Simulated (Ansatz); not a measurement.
## RbTcF3 (cubic perovskite) (Pm-3m): how robust is the cRPA U?

What does U in RbTcF3 (cubic perovskite) (Pm-3m) depend on besides the window?

Main program and level: Ansatz 0.2.0; constrained RPA on PBEsol, plane waves, PAW.

The structure was built from a prototype and need not be the compound's stable phase.

## (1) Starting point

Symmetry: Pm-3m, No. 221, cubic system. Conventional cell: a = 4.188 Å, b = 4.188 Å, c = 4.188 Å, α = 90.00°, β = 90.00°, γ = 90.00°. Rb has 12 F at 2.96 Å nearest. Nearest to Tc lie 6 F at 2.09 Å. Nearest to F lie 2 Tc at 2.09 Å and 4 Rb at 2.96 Å. Farther neighbours and most contacts between anions are not listed.

Coordinates:

```cif
data_structure
_symmetry_space_group_name_H-M 'Pm-3m'
_symmetry_Int_Tables_number 221
_cell_length_a 4.1883
_cell_length_b 4.1883
_cell_length_c 4.1883
_cell_angle_alpha 90.000
_cell_angle_beta 90.000
_cell_angle_gamma 90.000
_cell_volume 73.47
loop_
_atom_site_label
_atom_site_type_symbol
_atom_site_symmetry_multiplicity
_atom_site_Wyckoff_symbol
_atom_site_fract_x
_atom_site_fract_y
_atom_site_fract_z
_atom_site_occupancy
Rb1 Rb 1 a 0.00000 0.00000 0.00000 1
Tc1 Tc 1 b 0.50000 0.50000 0.50000 1
F1 F 3 c 0.00000 0.50000 0.50000 1
```

The structure was relaxed with PBEsol. The structure type comes from a generator and need not be one that this composition takes. The structure was generated from a model, not taken from a measurement. The runs that relaxed it are not among those shown. The program's search for lower electronic states was switched off, so nothing shows that the state found is the lowest. The default PAW set here is soft_2. Its files were made with PBE.

## (2) Base: Tc d, bands v3 to c2, 4×4×4 mesh, medium accuracy

Constrained RPA screens the interaction with every transition except those inside the target bands, which a later many-body model would treat itself.

The input, input.yaml:

```yaml
crystal:
  lattice:
    - [0.0, -4.18826186, 0.0]
    - [0.0, 0.0, 4.18826186]
    - [-4.18826186, 0.0, 0.0]
  atoms:
    - { symbol: Rb, position: [0.0, 0.0, 0.0] }
    - { symbol: Tc, position: [0.5, 0.5, 0.5] }
    - { symbol: F, position: [0.5, 0.5, 0.0] }
    - { symbol: F, position: [0.5, 0.0, 0.5] }
    - { symbol: F, position: [0.0, 0.5, 0.5] }
kpoints:
  mp_grid: { grid: [6, 6, 6] }
hamiltonian:
  xc: pbesol
scf:
  occupations: { method: gaussian, width: 0.08 }
  n_extra_bands: 19
  max_iter: 150
  lower_state_search: "off"
output:
  crpa:
    kmesh: [4, 4, 4]
    target_bands: [v3, c2]
    projections: [{ species: Tc, l: d, shell: 4 }]
  local_orbitals:
    kmesh: [8, 8, 8]
    orbitals: [{ species: Tc, l: d, shell: 4 }]
    window: { bands: [v3, c2] }
    seedname: lo
```

The run is started by

```sh
> ansatz run input.yaml --threads 4 --pin off --max-ram 9216MiB --backend cpu --events-out ev --progress --plain --runs-dir out
```

Numbers of over 12 decimals in the logs are rounded to 6 here.

What it wrote:

```text
scf.n_extra_bands = 19 over 23 filled bands (N_el = 45.0): the run solves 42 bands
Engine: ansatz 0.2.0, x86_64-unknown-linux-gnu
Pseudopotentials: kind: paw
Pseudopotential: Rb, paw, valence charge 9, recommended cutoff 420 eV (normal), Rb.paw.azcp
Pseudopotential: Tc, paw, valence charge 15, recommended cutoff 500 eV (normal), Tc.paw.azcp
Pseudopotential: F, paw, valence charge 7, recommended cutoff 420 eV (normal), F.paw.azcp
Functional definition: PBEsol
  exchange = pbesol_x
  correlation = pbesol_c
Crystal: 5 atoms, lattice volume = 73.469 Å³
Basis set: ecut = 500 eV, 1863 PW (Γ)
Bands: 42, of which v1, the nominal top of the filled ones, is band 23 counted from 1 (22 counted from 0)
Symmetry: 48 space group operations
Space group: Pm-3m (ITA 221), of the structure as read, at distance tolerance 4.2e-5 Å
k-points: 20 of 216
Non-local potential: Rb, projectors of the file, l = 0: 3, l = 1: 2, l = 2: 2
Non-local potential: Tc, projectors of the file, l = 0: 3, l = 1: 3, l = 2: 2, l = 3: 2
Non-local potential: F, projectors of the file, l = 0: 2, l = 1: 2, l = 2: 1
PAW form: soft (Blöchl's): semilocal exchange-correlation on the pseudo side does not see the compensation charge
PAW frozen core: Rb, regenerated for the run's functional, and the local potential with it (the file was generated under x = pbe(κ = 0.804, μ = 0.219515), c = pbe(β = 0.066725))
PAW frozen core: Tc, regenerated for the run's functional, and the local potential with it (the file was generated under x = pbe(κ = 0.804, μ = 0.219515), c = pbe(β = 0.066725))
PAW frozen core: F, regenerated for the run's functional, and the local potential with it (the file was generated under x = pbe(κ = 0.804, μ = 0.219515), c = pbe(β = 0.066725))
PAW one-centre angular grid: Rb, 110 points (default); XC on 64 Gauss nodes
PAW one-centre angular grid: Tc, 590 points (default); XC on 64 Gauss nodes
PAW one-centre angular grid: F, 110 points (default); XC on 64 Gauss nodes
Initial density: superposition of atomic densities (chi_scale 0.1, normalization cell, long waves kept (reshape's long-wave potential 0.00 eV rms))
Initial wavefunctions: pseudopotential atomic-orbital guess
Functional: x = pbesol(κ = 0.804, μ = 0.123457), c = pbesol(β = 0.046)
SCF iter   1: F=—  HF=-10967.008738 eV  |F-HF|=—  |Δ(HF+E_count)|=         —  Δρ=2.81e-1  dr2=5.92e1  ethr=3.10e-3  ⟨swp⟩=6.0  Hψ=3883  notcnv=0  defer=145
preconditioner: auto → Kerker (q_TF=auto, 2.514 Å⁻¹)  [metal: Δε(μ)=0.032 eV  Ē_g=18.581 eV  σ=0.080 eV  W_gap=0.22  n_scr=18 (ndim 8)  ℏωp=25.6 eV  f_vac=0.000  D(μ)=8.87/eV (n_scr^D=122)]
SCF iter   2: F=—  HF=-10960.108140 eV  |F-HF|=—  |Δ(HF+E_count)|=    6.90e0  Δρ=1.46e-1  dr2=1.76e1  ethr=3.10e-3  ⟨swp⟩=2.9  Hψ=1552  notcnv=0  defer=228
[...]
NSCF: frozen V_eff on 38 k-points
NSCF: frozen V_eff on 10 k-points
[...]
cRPA screening: q 1/64
cRPA screening: q 2/64
cRPA screening: q 8/64 (q-point 3)
cRPA screening: q 11/64 (q-point 6)
cRPA screening: q 23/64 (q-point 7)
cRPA screening: q 35/64 (q-point 11)
cRPA screening: q 38/64 (q-point 22)
cRPA screening: q 46/64 (q-point 23)
cRPA screening: q 58/64 (q-point 27)
cRPA screening: q 64/64 (q-point 43)
SCF converged after 10 iterations
Free energy (F): -10956.007612 eV
Harris-Foulkes:  -10956.007612 eV  (|F-HF|=8.44e-9)
Internal energy: -10955.995344 eV  (E = F + TS)
E sigma→0 (E₀):  -10956.001478 eV
Entropy (-TS):   -0.012267 eV (-2.453 meV/atom)
Fermi energy:    10.328095 eV
--- Per-component energies (eV) ---
  E_band       = -319.335885
  E_kinetic    = 1438.432136
  E_local      = -4148.964478  (includes V_loc(G=0)·N_el)
  E_nonlocal   = 687.400347
  E_hartree    = 1396.561687
  E_xc         = -601.030067
  E_vxc        = -732.007423  (∫ρ·V_xc dr)
  E_paw        = -6370.354274  (= ΣΔE_a)
  E_vpaw       = -357.320166  (= ΣTr[D̂ρ^β])
  E_aug_tail   = 0.003027  (compensation charges beyond the density's cutoff)
  E_ewald      = -3358.521566
  E_core_change = 0.477843  (= ΣΔE_core)
  E_smearing   = -0.012267  (= −TS)
  E_closure    = -0.000000  (closes the sum)
  Σ components = -10956.007612   (vs F -10956.007612, Δ=0.00e0)
--- Band table (eV; the first three rows and the last of 20) ---
  k-point 0: bands = [... 19 lower, 3.9563, 8.9670, 8.9670, 8.9670, 10.5105, 10.5105, 11.5232, 14.4145, ... 15 higher]
  k-point 1: bands = [... 19 lower, 3.8863, 8.9879, 9.2253, 9.2253, 10.5244, 10.9862, 12.0383, 14.6171, ... 15 higher]
  k-point 2: bands = [... 19 lower, 3.7695, 9.0303, 9.7378, 9.7378, 10.5495, 11.6596, 13.3124, 15.0539, ... 15 higher]
  k-point 19: bands = [... 19 lower, 4.2676, 10.6960, 10.6960, 10.6960, 13.7212, 13.7212, 14.6522, 14.6522, ... 15 higher]
--- cRPA (band scheme, projected local orbitals): target bands 21..25 (1-based), 5 Wannier function(s), 4×4×4 mesh, 50 bands' worth read of 55 solved, ecut_chi 136.0 eV, v(q+G=0) probe_charge, pair densities all_electron ---
  bands read: the sum over 50 bands ends inside a degenerate multiplet in 15 slots, whose members it reads at an even weight; the widest, k=42: bands 49 to 51 (counted from 1) at 2/3 each
  χ-basis size per q: N_G = 251..280
  window electrons = 5.0000, filled by tetrahedron_uncorrected; constrained ε̄⁻¹(q = 0, 0) head = 0.357491; min gauge Gram eig = 0.6862
  Kanamori averages over each shell's own Wannier functions (sites counted from 0, functions from 1):
    Site 1, 4D, 5 of 5 d orbitals (Wannier functions 1, 2, 3, 4, 5; wannier90's mr 1, 2, 3, 4, 5):
      screened: U = 5.2407 eV, U' = 4.4724 eV, J = 0.3752 eV
      screened d-shell averages: U_bar = F0 = 4.6260 eV, J_bar = 0.5289 eV
      screened, to within: U = 6.6e-3 eV, U' = 6.6e-3 eV, J = 6.0e-4 eV
      screened d-shell averages, to within: U_bar = 5.5e-3 eV, J_bar = 8.8e-4 eV
      bare: V = 13.8418 eV, V' = 12.8070 eV, J = 0.4967 eV
      bare d-shell averages: V_bar = F0 = 13.0140 eV, J_bar = 0.7037 eV
  Hermiticity witness max|P − P†| over intra, direct and exchange elements: 5.33e-15 eV (screened), 1.78e-15 eV (bare)
  Reality witness max|Im| over intra, direct and exchange elements: 9.84e-18 eV (screened), 3.81e-17 eV (bare)
```

Run time: 64 s. Hardware: 4 threads of Intel Xeon Platinum 8488C (Sapphire Rapids), shared host; peak memory 0.78 GiB; 3.9 min of CPU time.

The column dr2 measures how far the density is from self-consistency, as an energy; F and HF (Harris–Foulkes) agree once it is small.

This step gave:

```yaml
u: 5.241 eV
u_prime_inter_orbital: 4.472 eV
j: 0.3752 eV
bare_v: 13.84 eV
bare_j: 0.4967 eV
stated_bound_on_u: 0.006592 eV
u_over_bare_v: 0.3786
electrons_in_the_window: 5.000
head_of_the_constrained_inverse_dielectric_matrix: 0.3575
least_eigenvalue_of_the_projection_s_overlap: 0.6862
target_functions: 5
bands_in_the_sums: 50
r_m_s_miss_of_the_model_bands: 5.06e-4 eV
width_of_the_target_bands: 4.754 eV
weight_of_the_projected_orbitals_in_the_window: 0.8569
```

On the Tc d shell, screening brings the on-site interaction from 13.8 eV down to U = 5.24 eV.

## (3) Changed: 2×2×2 mesh

Edit input.yaml of step 2 so:

```diff
@@ -22,9 +22,4 @@
   crpa:
-    kmesh: [4, 4, 4]
+    kmesh: [2, 2, 2]
     target_bands: [v3, c2]
     projections: [{ species: Tc, l: d, shell: 4 }]
-  local_orbitals:
-    kmesh: [8, 8, 8]
-    orbitals: [{ species: Tc, l: d, shell: 4 }]
-    window: { bands: [v3, c2] }
-    seedname: lo
```

What it wrote:

```text
[...]
Crystal: 5 atoms, lattice volume = 73.469 Å³
Basis set: ecut = 500 eV, 1863 PW (Γ)
Bands: 42, of which v1, the nominal top of the filled ones, is band 23 counted from 1 (22 counted from 0)
Symmetry: 48 space group operations
[...]
k-points: 20 of 216
[...]
SCF iter   1: F=—  HF=-10967.008738 eV  |F-HF|=—  |Δ(HF+E_count)|=         —  Δρ=2.81e-1  dr2=5.92e1  ethr=3.10e-3  ⟨swp⟩=6.0  Hψ=3883  notcnv=0  defer=145
[...]
SCF iter  10: F=-10956.007612 eV  HF=-10956.007612 eV  |F-HF|=8.44e-9  |Δ(HF+E_count)|=   2.25e-8  Δρ=5.11e-6  dr2=1.67e-8  ethr=2.22e-10  ⟨swp⟩=11.3  Hψ=4589  notcnv=0
SCF 1 converged in 10 iterations: F = -10956.007612 eV  dr2 = 1.67e-8
[...]
NSCF: frozen V_eff on 4 k-points
[...]
cRPA screening: q 1/8
cRPA screening: q 2/8
cRPA screening: q 5/8 (q-point 4)
cRPA screening: q 8/8
SCF converged after 10 iterations
Free energy (F): -10956.007612 eV
[...]
Internal energy: -10955.995344 eV  (E = F + TS)
E sigma→0 (E₀):  -10956.001478 eV
Entropy (-TS):   -0.012267 eV (-2.453 meV/atom)
Fermi energy:    10.328095 eV
[...]
--- Band table (eV; the first three rows and the last of 20) ---
  k-point 0: bands = [... 19 lower, 3.9563, 8.9670, 8.9670, 8.9670, 10.5105, 10.5105, 11.5232, 14.4145, ... 15 higher]
  k-point 1: bands = [... 19 lower, 3.8863, 8.9879, 9.2253, 9.2253, 10.5244, 10.9862, 12.0383, 14.6171, ... 15 higher]
  k-point 2: bands = [... 19 lower, 3.7695, 9.0303, 9.7378, 9.7378, 10.5495, 11.6596, 13.3124, 15.0539, ... 15 higher]
  k-point 19: bands = [... 19 lower, 4.2676, 10.6960, 10.6960, 10.6960, 13.7212, 13.7212, 14.6522, 14.6522, ... 15 higher]
[...]
χ-basis size per q: N_G = 251..280
[...]
screened: U = 5.4261 eV, U' = 4.6403 eV, J = 0.3828 eV
      screened d-shell averages: U_bar = F0 = 4.7975 eV, J_bar = 0.5400 eV
      screened, to within: U = 8.2e-3 eV, U' = 8.1e-3 eV, J = 8.9e-4 eV
      screened d-shell averages, to within: U_bar = 6.6e-3 eV, J_bar = 1.3e-3 eV
      bare: V = 14.1514 eV, V' = 13.1027 eV, J = 0.5050 eV
      bare d-shell averages: V_bar = F0 = 13.3125 eV, J_bar = 0.7148 eV
[...]
```

Wall time 9 s (4 threads); peak memory 0.65 GiB; 30 s of CPU time.

This step gave:

| Property | Result |
| --- | --- |
| U | 5.426 eV |
| U prime (inter-orbital) | 4.640 eV |
| J | 0.3828 eV |
| bare V | 14.15 eV |
| bare J | 0.5050 eV |
| stated bound on U | 0.008104 eV |
| U over bare V | 0.3834 |
| electrons in the window | 5.000 |
| head of the constrained inverse dielectric matrix | 0.3253 |
| least eigenvalue of the projection's overlap | 0.6862 |
| target functions | 5 |
| bands in the sums | 50 |
| width of the target bands | 4.754 eV |
| weight of the projected orbitals in the window | 0.8569 |

On the Tc d shell, screening brings the on-site interaction from 14.2 eV down to U = 5.43 eV.

## (4) Changed: 6×6×6 mesh

Edit input.yaml of step 3 so:

```diff
@@ -22,3 +22,3 @@
   crpa:
-    kmesh: [2, 2, 2]
+    kmesh: [6, 6, 6]
     target_bands: [v3, c2]
```

What it wrote:

```text
[...]
Crystal: 5 atoms, lattice volume = 73.469 Å³
Basis set: ecut = 500 eV, 1863 PW (Γ)
Bands: 42, of which v1, the nominal top of the filled ones, is band 23 counted from 1 (22 counted from 0)
Symmetry: 48 space group operations
[...]
k-points: 20 of 216
[...]
χ-basis size per q: N_G = 251..280
[...]
screened: U = 5.2271 eV, U' = 4.4594 eV, J = 0.3750 eV
      screened d-shell averages: U_bar = F0 = 4.6130 eV, J_bar = 0.5285 eV
      screened, to within: U = 7.0e-3 eV, U' = 7.0e-3 eV, J = 6.5e-4 eV
      screened d-shell averages, to within: U_bar = 5.8e-3 eV, J_bar = 9.5e-4 eV
      bare: V = 13.8183 eV, V' = 12.7841 eV, J = 0.4964 eV
      bare d-shell averages: V_bar = F0 = 12.9910 eV, J_bar = 0.7032 eV
[...]
[key lines of the parts left out:]
SCF converged after 10 iterations
Free energy (F): -10956.007612 eV
Fermi energy:    10.328095 eV
```

It took 5.7 min on 4 threads; peak memory 1.1 GiB.

Numbers from this step:

- U: 5.227 eV
- U prime (inter-orbital): 4.459 eV
- J: 0.3750 eV
- bare V: 13.82 eV
- bare J: 0.4964 eV
- stated bound on U: 0.006938 eV
- U over bare V: 0.3783
- electrons in the window: 5.000
- head of the constrained inverse dielectric matrix: 0.3585
- least eigenvalue of the projection's overlap: 0.6862
- target functions: 5
- bands in the sums: 50
- width of the target bands: 4.754 eV
- weight of the projected orbitals in the window: 0.8569

On the Tc d shell, screening brings the on-site interaction from 13.8 eV down to U = 5.23 eV.

## (5) Changed: sums over states

Edit input.yaml of step 4 so:

```diff
@@ -22,4 +22,7 @@
   crpa:
-    kmesh: [6, 6, 6]
+    kmesh: [4, 4, 4]
     target_bands: [v3, c2]
     projections: [{ species: Tc, l: d, shell: 4 }]
+    accuracy: sum_over_states
+    n_empty_bands: 46
+    ecut_chi: 136
```

What it wrote:

```text
[...]
Crystal: 5 atoms, lattice volume = 73.469 Å³
Basis set: ecut = 500 eV, 1863 PW (Γ)
Bands: 42, of which v1, the nominal top of the filled ones, is band 23 counted from 1 (22 counted from 0)
Symmetry: 48 space group operations
[...]
k-points: 20 of 216
[...]
χ-basis size per q: N_G = 251..280
[...]
U and J over all bands: no bound (output.crpa.accuracy: sum_over_states); those below are of the sums over the bands read on the sphere of ecut_chi, with what the atoms add
[...]
screened: U = 5.3677 eV, U' = 4.5215 eV, J = 0.4106 eV
      screened d-shell averages: U_bar = F0 = 4.6907 eV, J_bar = 0.5798 eV
      bare: V = 13.8418 eV, V' = 12.8070 eV, J = 0.4967 eV
      bare d-shell averages: V_bar = F0 = 13.0140 eV, J_bar = 0.7037 eV
[...]
[key lines of the parts left out:]
SCF converged after 10 iterations
Free energy (F): -10956.007612 eV
Fermi energy:    10.328095 eV
```

Run time: 7.3 s. Hardware: 4 threads; peak memory 0.68 GiB.

This variant gives U = 5.37 eV against 5.24 eV. It is a finite sum over empty states with no bound on its error and stays out of the table below.

## (6) Changed: sums over states on smooth products

Edit input.yaml of step 5 so:

```diff
@@ -26,2 +26,3 @@
     accuracy: sum_over_states
+    pair_densities: pseudo
     n_empty_bands: 46
```

What it wrote:

```text
[...]
Crystal: 5 atoms, lattice volume = 73.469 Å³
Basis set: ecut = 500 eV, 1863 PW (Γ)
Bands: 42, of which v1, the nominal top of the filled ones, is band 23 counted from 1 (22 counted from 0)
Symmetry: 48 space group operations
[...]
k-points: 20 of 216
[...]
k-point 19: bands = [... 19 lower, 4.2676, 10.6960, 10.6960, 10.6960, 13.7212, 13.7212, 14.6522, 14.6522, ... 15 higher]
[...]
χ-basis size per q: N_G = 251..280
[...]
screened: U = 5.4217 eV, U' = 4.5177 eV, J = 0.4394 eV
      screened d-shell averages: U_bar = F0 = 4.6985 eV, J_bar = 0.6202 eV
      bare: V = 13.8418 eV, V' = 12.8070 eV, J = 0.4967 eV
      bare d-shell averages: V_bar = F0 = 13.0140 eV, J_bar = 0.7037 eV
[...]
[key lines of the parts left out:]
SCF converged after 10 iterations
Free energy (F): -10956.007612 eV
Fermi energy:    10.328095 eV
```

The job ended after 5.6 s (4 threads; peak memory 0.58 GiB; 20 s of CPU time).

This variant gives U = 5.42 eV against 5.24 eV. It is a finite sum over empty states with no bound on its error and stays out of the table below.

[end of part 1 of 2]

[Paths, hosts, dates, memory and timing lines, banners, echoed tables and standing remarks are left out of the program output.]

[Logs are printed without paths, hosts, clocks, repeated set-up lines and the standing remarks that a program may print on its own settings, such as how far it seeks lower states.]

[Runs of the session that timed out or met a known fault of the program may be left out.]

[Hosts, paths, dates, database ids (printed as entryN), source tags and the programs' standing remarks are cut or masked in the printed files.]
